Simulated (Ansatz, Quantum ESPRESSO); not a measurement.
# LiPb (Pm-3m): phonons by linear response, part 2 of 3

Aim: the phonon dispersion of LiPb (Pm-3m), checked by a second program.

Quantum ESPRESSO 7.5; DFT LDA, scalar-relativistic, plane waves, PseudoDojo norm-conserving pseudopotentials.

So far. Step 2 (A first look): No gap opens on this mesh, so smearing is kept; the start stands at -2.2 GPa. Step 4 (Self-consistent run for the response): The cell stands at -0.012 GPa, close enough for phonons. The relaxed cell has a = 3.454 Å (conventional setting).

The database entry behind the starting cell is an old determination (1941), so it need not match the best structure at ambient conditions.

## Step 7: Linear response on the mesh

Linear response treats each wavevector in the unit cell, with no supercell; the 2×2×2 mesh fixes the range of the force constants to be had. The change of the potential is kept for the electron-phonon matrix elements.

Contents of ph.in:

```
phonons
 &inputph
    prefix='x',
    outdir='./tmp',
    fildyn='x.dyn',
    tr2_ph=1.0d-18,
    alpha_mix(1)=0.4,
    nmix_ph=8,
    ldisp=.true.,
    nq1=2,
    nq2=2,
    nq3=2,
    electron_phonon='interpolated',
    fildvscf='dvscf',
    el_ph_sigma=0.005,
    el_ph_nsigma=10,
 /
```

The run is started by

```console
OMP_NUM_THREADS=1 mpirun -n 4 ph.x -nk 4 -in ph.in > ph.out
```

The program printed:

```text
[banners, grids, parts of the stress and lines that vanish by symmetry left out]
[banner, memory and clock lines left out]
Program PHONON v.7.5

     ./tmp/x.save/

     IMPORTANT: XC functional enforced from input :
     Exchange-correlation= PW
                           (   1   4   0   0   0   0   0)
     Any further DFT definition will be discarded
     Please, verify this is what you really want

     G-vector sticks info

     Reading collected, re-writing distributed wavefunctions in ./tmp/

     Dynamical matrices for ( 2, 2, 2)  uniform grid of q-points
     (   4 q-points):
       N         xq(1)         xq(2)         xq(3)
       1   0.000000000   0.000000000   0.000000000
       2   0.000000000   0.000000000  -0.500000000
       3   0.000000000  -0.500000000  -0.500000000
       4  -0.500000000  -0.500000000  -0.500000000

     Number and degeneracy of irreps per q-point
       N         xq(1)         xq(2)         xq(3)   N irreps
       1   0.000000000   0.000000000   0.000000000       2
        3   3
       2   0.000000000   0.000000000  -0.500000000       4
[...]
3   0.000000000  -0.500000000  -0.500000000       4
[...]
4  -0.500000000  -0.500000000  -0.500000000       2
        3   3

     Saving dvscf to file. Distribute only q points, not irreducible representations.

     Calculation of q =    0.0000000   0.0000000   0.0000000

     phonons

     bravais-lattice index     =            0
     lattice parameter (alat)  =       6.5277  a.u.
     unit-cell volume          =     278.1547 (a.u.)^3
     number of atoms/cell      =            2
     number of atomic types    =            2
     kinetic-energy cut-off    =      74.0000  Ry
     charge density cut-off    =     296.0000  Ry
     convergence threshold     =      1.0E-18
     beta                      =       0.4000
     number of iterations used =            8
     Exchange-correlation= PW
                           (   1   4   0   0   0   0   0)

     celldm(1)=    6.52773  celldm(2)=    0.00000  celldm(3)=    0.00000
     celldm(4)=    0.00000  celldm(5)=    0.00000  celldm(6)=    0.00000

     crystal axes: (cart. coord. in units of alat)
               a(1) = (  1.0000  0.0000  0.0000 )
               a(2) = (  0.0000  1.0000  0.0000 )
               a(3) = (  0.0000  0.0000  1.0000 )

     reciprocal axes: (cart. coord. in units 2 pi/alat)
               b(1) = (  1.0000  0.0000  0.0000 )
               b(2) = (  0.0000  1.0000  0.0000 )
               b(3) = (  0.0000  0.0000  1.0000 )

     Atoms inside the unit cell:

     Cartesian axes

     site n.  atom      mass           positions (alat units)
        1  Li      6.9400   tau(    1) = (    0.50000    0.50000    0.50000  )
        2  Pb    207.2000   tau(    2) = (    0.00000    0.00000    0.00000  )

     Computing dynamical matrix for
                    q = (   0.0000000   0.0000000   0.0000000 )

     49 Sym.Ops. (with q -> -q+G )

     G cutoff =  319.4893  (  23847 G-vectors)     FFT grid: ( 36, 36, 36)

     number of k points=    56  Marzari-Vanderbilt smearing, width (Ry)=  0.0200

     PseudoPot. # 1 for Li read from file:
     ./pseudo/Li.upf
     Pseudo is Norm-conserving, Zval =  3.0

     PseudoPot. # 2 for Pb read from file:
     ./pseudo/Pb.upf
     Pseudo is Norm-conserving + core correction, Zval = 14.0

     Mode symmetry, O_h (m-3m)  point group:

     Atomic displacements:
     There are    2 irreducible representations

     Representation     1      3 modes -  To be done

     Representation     2      3 modes -  To be done

     Alpha used in Ewald sum =   2.8000

     Representation #   1 modes #   1   2   3

     Self-consistent Calculation
      iter #   1   av.it.:   7.9
      thresh= 1.000E-02 alpha_mix =  0.400 |ddv_scf|^2 =  3.853E-06
      iter #   2   av.it.:  11.8
      thresh= 1.963E-04 alpha_mix =  0.400 |ddv_scf|^2 =  3.004E-08
      iter #   3   av.it.:  11.8
      thresh= 1.733E-05 alpha_mix =  0.400 |ddv_scf|^2 =  3.035E-09
      iter #   4   av.it.:  11.8
      thresh= 5.509E-06 alpha_mix =  0.400 |ddv_scf|^2 =  4.751E-11
[...]
End of self-consistent calculation

     Convergence has been achieved

     Representation #   2 modes #   4   5   6

     Self-consistent Calculation
[...]
End of self-consistent calculation

     Convergence has been achieved

     Number of q in the star =    1
     List of q in the star:
[...]
Diagonalizing the dynamical matrix

     q = (    0.000000000   0.000000000   0.000000000 )

 **************************************************************************
     freq (    1) =      -0.019164 [THz] =      -0.639226 [cm-1]
     freq (    2) =      -0.019164 [THz] =      -0.639226 [cm-1]
     freq (    3) =      -0.019164 [THz] =      -0.639226 [cm-1]
     freq (    4) =       7.756174 [THz] =     258.718116 [cm-1]
     freq (    5) =       7.756174 [THz] =     258.718116 [cm-1]
     freq (    6) =       7.756174 [THz] =     258.718116 [cm-1]
 **************************************************************************

     Mode symmetry, O_h (m-3m)  point group:

     freq (   1-   3) =         -0.6  [cm-1]   --> T_1u G_15  G_4- I
     freq (   4-   6) =        258.7  [cm-1]   --> T_1u G_15  G_4- I
     Electron-phonon interaction  ...

     [... narrower broadenings left out ...]
     Gaussian Broadening:   0.020 Ry, ngauss=   0
     DOS =  4.412466 states/spin/Ry/Unit Cell at Ef=  9.117099 eV
     lambda(    1)=  0.0000   gamma=    0.03 GHz
     lambda(    2)=  0.0000   gamma=    0.03 GHz
     lambda(    3)=  0.0000   gamma=    0.03 GHz
     lambda(    4)=  0.0142   gamma=    3.59 GHz
     lambda(    5)=  0.0139   gamma=    3.52 GHz
     lambda(    6)=  0.0133   gamma=    3.37 GHz
     [... wider broadenings left out ...]

     Number of q in the star =    1
     List of q in the star:
[...]
Calculation of q =    0.0000000   0.0000000  -0.5000000
     [... set-up and bands at k+q left out ...]

     Mode symmetry, D_4h(4/mmm) point group:

     Atomic displacements:
     There are    4 irreducible representations

     Representation     1      1 modes -  To be done

     Representation     2      2 modes -  To be done

[...]
Message from routine init_vloc:
     Interpolation table for Vloc re-allocated

     Alpha used in Ewald sum =   2.8000

     Representation #   1 mode #   1

     Self-consistent Calculation

[...]
[... iterations left out ...]
[...]
End of self-consistent calculation

     Convergence has been achieved

     Representation #   2 modes #   2   3

     Self-consistent Calculation

[...]
[... iterations left out ...]
[...]
End of self-consistent calculation

     Convergence has been achieved

     Representation #   3 mode #   4

[...]
[... iterations left out ...]
[...]
Convergence has been achieved

     Representation #   4 modes #   5   6

[...]
[... iterations left out ...]
[...]
Convergence has been achieved

     Number of q in the star =    3
     List of q in the star:
[...]
Diagonalizing the dynamical matrix

     q = (    0.000000000   0.000000000  -0.500000000 )

 **************************************************************************
     freq (    1) =       1.447501 [THz] =      48.283436 [cm-1]
     freq (    2) =       1.447501 [THz] =      48.283436 [cm-1]
     freq (    3) =       1.995736 [THz] =      66.570589 [cm-1]
     freq (    4) =       7.376526 [THz] =     246.054421 [cm-1]
     freq (    5) =       7.376526 [THz] =     246.054421 [cm-1]
     freq (    6) =       7.660119 [THz] =     255.514057 [cm-1]
 **************************************************************************

     Mode symmetry, D_4h(4/mmm) point group:

     freq (   1-   2) =         48.3  [cm-1]   --> E_u  X_5' M_5'
     freq (   3-   3) =         66.6  [cm-1]   --> A_2u X_4' M_4'
     freq (   4-   5) =        246.1  [cm-1]   --> E_g  X_5  M_5
     freq (   6-   6) =        255.5  [cm-1]   --> A_1g X_1  M_1
     Electron-phonon interaction  ...

     [... narrower broadenings left out ...]
     Gaussian Broadening:   0.020 Ry, ngauss=   0
     DOS =  4.412466 states/spin/Ry/Unit Cell at Ef=  9.117099 eV
     lambda(    1)=  0.1482   gamma=    1.31 GHz
     lambda(    2)=  0.1425   gamma=    1.26 GHz
     lambda(    3)=  0.4130   gamma=    6.93 GHz
     lambda(    4)=  0.0207   gamma=    4.75 GHz
     lambda(    5)=  0.0192   gamma=    4.40 GHz
     lambda(    6)=  0.1197   gamma=   29.59 GHz
     [... wider broadenings left out ...]

     Number of q in the star =    3
     List of q in the star:
[...]
Calculation of q =    0.0000000  -0.5000000  -0.5000000
     [... set-up and bands at k+q left out ...]

     Mode symmetry, D_4h(4/mmm) point group:

     Atomic displacements:
     There are    4 irreducible representations

[...]
Alpha used in Ewald sum =   2.8000

     Representation #   1 mode #   1

[...]
Convergence has been achieved

     Representation #   2 mode #   2

[...]
Convergence has been achieved

     Representation #   3 modes #   3   4

[...]
Convergence has been achieved

     Representation #   4 modes #   5   6

[...]
Convergence has been achieved

     Number of q in the star =    3
     List of q in the star:
[...]
Diagonalizing the dynamical matrix

     q = (    0.000000000  -0.500000000  -0.500000000 )

 **************************************************************************
     freq (    1) =       1.227653 [THz] =      40.950086 [cm-1]
     freq (    2) =       1.227653 [THz] =      40.950086 [cm-1]
     freq (    3) =       1.690405 [THz] =      56.385849 [cm-1]
     freq (    4) =       8.064791 [THz] =     269.012467 [cm-1]
     freq (    5) =       8.530881 [THz] =     284.559553 [cm-1]
     freq (    6) =       8.530881 [THz] =     284.559553 [cm-1]
 **************************************************************************

     Mode symmetry, D_4h(4/mmm) point group:

     freq (   1-   2) =         41.0  [cm-1]   --> E_u  X_5' M_5'
     freq (   3-   3) =         56.4  [cm-1]   --> A_2u X_4' M_4'
     freq (   4-   4) =        269.0  [cm-1]   --> B_1u X_2' M_2'
     freq (   5-   6) =        284.6  [cm-1]   --> E_u  X_5' M_5'
     Electron-phonon interaction  ...

     [... narrower broadenings left out ...]
     Gaussian Broadening:   0.020 Ry, ngauss=   0
     DOS =  4.412466 states/spin/Ry/Unit Cell at Ef=  9.117099 eV
     lambda(    1)=  0.3791   gamma=    2.41 GHz
     lambda(    2)=  0.3802   gamma=    2.41 GHz
     lambda(    3)=  0.1239   gamma=    1.49 GHz
     lambda(    4)=  0.0015   gamma=    0.40 GHz
     lambda(    5)=  0.0128   gamma=    3.91 GHz
     lambda(    6)=  0.0122   gamma=    3.74 GHz
     [... wider broadenings left out ...]

     Number of q in the star =    3
     List of q in the star:
[...]
Calculation of q =   -0.5000000  -0.5000000  -0.5000000
     [... set-up and bands at k+q left out ...]

     Mode symmetry, O_h (m-3m)  point group:

     Atomic displacements:
     There are    2 irreducible representations

     Representation     1      3 modes -  To be done

     Representation     2      3 modes -  To be done

     Alpha used in Ewald sum =   2.8000

     Representation #   1 modes #   1   2   3

     Self-consistent Calculation

[...]
[... iterations left out ...]
[...]
End of self-consistent calculation

     Convergence has been achieved

     Representation #   2 modes #   4   5   6

     Self-consistent Calculation

      iter #   1   av.it.:   7.9
      thresh= 1.000E-02 alpha_mix =  0.400 |ddv_scf|^2 =  1.001E-05

      [... iterations left out ...]
      iter #   9   av.it.:  12.2
      thresh= 6.482E-10 alpha_mix =  0.400 |ddv_scf|^2 =  5.122E-19

     End of self-consistent calculation

     Convergence has been achieved

     Number of q in the star =    1
     List of q in the star:
          1  -0.500000000  -0.500000000  -0.500000000

     Diagonalizing the dynamical matrix

     q = (   -0.500000000  -0.500000000  -0.500000000 )

 **************************************************************************
     freq (    1) =      -0.474903 [THz] =     -15.841069 [cm-1]
     freq (    2) =      -0.474903 [THz] =     -15.841069 [cm-1]
     freq (    3) =      -0.474903 [THz] =     -15.841069 [cm-1]
     freq (    4) =       6.797444 [THz] =     226.738324 [cm-1]
     freq (    5) =       6.797444 [THz] =     226.738324 [cm-1]
     freq (    6) =       6.797444 [THz] =     226.738324 [cm-1]
 **************************************************************************

     Mode symmetry, O_h (m-3m)  point group:

     freq (   1-   3) =        -15.8  [cm-1]   --> T_1u G_15  G_4-
     freq (   4-   6) =        226.7  [cm-1]   --> T_2g G_25' G_5+
     Electron-phonon interaction  ...

     [... narrower broadenings left out ...]
     Gaussian Broadening:   0.020 Ry, ngauss=   0
     DOS =  4.412466 states/spin/Ry/Unit Cell at Ef=  9.117099 eV
     lambda(    1)=  0.0000   gamma=   14.58 GHz
     lambda(    2)=  0.0000   gamma=   14.58 GHz
     lambda(    3)=  0.0000   gamma=   14.99 GHz
     lambda(    4)=  0.0989   gamma=   19.26 GHz
     lambda(    5)=  0.0985   gamma=   19.17 GHz
     lambda(    6)=  0.0989   gamma=   19.26 GHz
     [... wider broadenings left out ...]

     Number of q in the star =    1
     List of q in the star:
          1  -0.500000000  -0.500000000  -0.500000000


[key lines of the parts left out:]
the Fermi energy is     9.0685 ev
```

Elapsed: 11 min, on 4 MPI ranks of Arm Neoverse V1, shared host.

Read from the output:

* largest acoustic frequency at the zone centre before the sum rule: -0.64 cm⁻¹
* highest optical zone-centre mode (no LO-TO term): 258.7 cm⁻¹
* lowest optical zone-centre mode: 258.7 cm⁻¹
* lowest mode on the q mesh (acoustic ones at the zone centre apart): -15.84 cm⁻¹

Frequencies (cm⁻¹) at each irreducible wavevector; negative means imaginary. Frequencies by wavevector:

| q (fractions) | star | mode 1 | mode 2 | mode 3 | mode 4 | mode 5 | mode 6 |
| --- | --- | --- | --- | --- | --- | --- | --- |
| 0 0 0 | 1 | -0.64 | -0.64 | -0.64 | 258.7 | 258.7 | 258.7 |
| 0 0 -0.5 | 3 | 48.28 | 48.28 | 66.57 | 246.1 | 246.1 | 255.5 |
| 0 -0.5 -0.5 | 3 | 40.95 | 40.95 | 56.39 | 269 | 284.6 | 284.6 |
| -0.5 -0.5 -0.5 | 1 | -15.84 | -15.84 | -15.84 | 226.7 | 226.7 | 226.7 |

Couplings of single modes at a Gaussian broadening of 0.02 Ry, as ph.x prints them; it sets λ to zero for modes under 20 cm⁻¹. Mode couplings:

| q (fractions) | mode | frequency (cm⁻¹) | λ | linewidth γ (GHz) |
| --- | --- | --- | --- | --- |
| 0 0 -0.5 | 1 | 48.28 | 0.1482 | 1.31 |
| 0 0 -0.5 | 2 | 48.28 | 0.1425 | 1.26 |
| 0 0 -0.5 | 3 | 66.57 | 0.413 | 6.93 |
| 0 0 -0.5 | 4 | 246.1 | 0.0207 | 4.75 |
| 0 0 -0.5 | 5 | 246.1 | 0.0192 | 4.4 |
| 0 0 -0.5 | 6 | 255.5 | 0.1197 | 29.59 |
| 0 -0.5 -0.5 | 1 | 40.95 | 0.3791 | 2.41 |
| 0 -0.5 -0.5 | 2 | 40.95 | 0.3802 | 2.41 |
| 0 -0.5 -0.5 | 3 | 56.39 | 0.1239 | 1.49 |
| 0 -0.5 -0.5 | 4 | 269 | 0.0015 | 0.4 |
| 0 -0.5 -0.5 | 5 | 284.6 | 0.0128 | 3.91 |
| 0 -0.5 -0.5 | 6 | 284.6 | 0.0122 | 3.74 |
| -0.5 -0.5 -0.5 | 4 | 226.7 | 0.0989 | 19.26 |
| -0.5 -0.5 -0.5 | 5 | 226.7 | 0.0985 | 19.17 |
| -0.5 -0.5 -0.5 | 6 | 226.7 | 0.0989 | 19.26 |

Optical modes; normalised displacements of the dynamical-matrix file. The modes at Γ (shares of kinetic energy by element, %):

| mode | frequency (cm⁻¹) | symmetry | Li % | Pb % |
| --- | --- | --- | --- | --- |
| 1 | 258.7 | T1u | 97 | 3 |
| 2 | 258.7 | T1u | 97 | 3 |
| 3 | 258.7 | T1u | 97 | 3 |

Displacements in mode 1 (258.7 cm⁻¹), the largest set to 1:
```
Li1  0.00  0.00  1.00
Pb2  0.00  0.00 -0.03
```

The acoustic modes at Γ come out as far as 0.6 cm⁻¹ from zero, where they should vanish, a small numerical error.

## Step 8: Force constants in real space

The dynamical matrices of the mesh are Fourier-transformed to force constants in real space.

Contents of q2r.in:

```
 &input
    fildyn='x.dyn',
    zasr='crystal',
    flfrc='x.fc',
    la2F=.true.,
 /
```

The run is started by

```console
q2r.x < q2r.in > q2r.out
```

The program printed:

```text
[banners, grids, parts of the stress and lines that vanish by symmetry left out]
[banner, memory and clock lines left out]
Program Q2R v.7.5

  reading grid info from file x.dyn0

  reading force constants from file x.dyn1
  Dielectric Tensor not found
  nqs=            1
 q=   0.00000000  0.00000000  0.00000000
  reading force constants from file x.dyn2
  nqs=            3
 q=   0.00000000  0.00000000 -0.50000000
[...]
reading force constants from file x.dyn3
  nqs=            3
[...]
q=  -0.50000000  0.00000000 -0.50000000
  reading force constants from file x.dyn4
  nqs=            1
 q=  -0.50000000 -0.50000000 -0.50000000

      q-space grid ok, #points =    8

      fft-check success (sum of imaginary terms < 10^-12)

   Preparing gamma for a2F

 Broadening =      0.005
      q-space grid ok, #points =    8

      fft-check success (sum of imaginary terms < 10^-12)

 Broadening =      0.010
[...]
Broadening =      0.045
      q-space grid ok, #points =    8

      fft-check success (sum of imaginary terms < 10^-12)

 Broadening =      0.050
      q-space grid ok, #points =    8

      fft-check success (sum of imaginary terms < 10^-12)
```

Run time: 0.48 s. Hardware: 1 thread.

[end of part 2 of 3]

[Host names and launcher messages were left out of these logs when they were recorded.]

[Logs are printed without paths, hosts, clocks, repeated set-up lines and the standing remarks that a program may print on its own settings, such as how far it seeks lower states.]

[Hosts, paths, dates, database ids (printed as entryN), source tags and the programs' standing remarks are cut or masked in the printed files.]
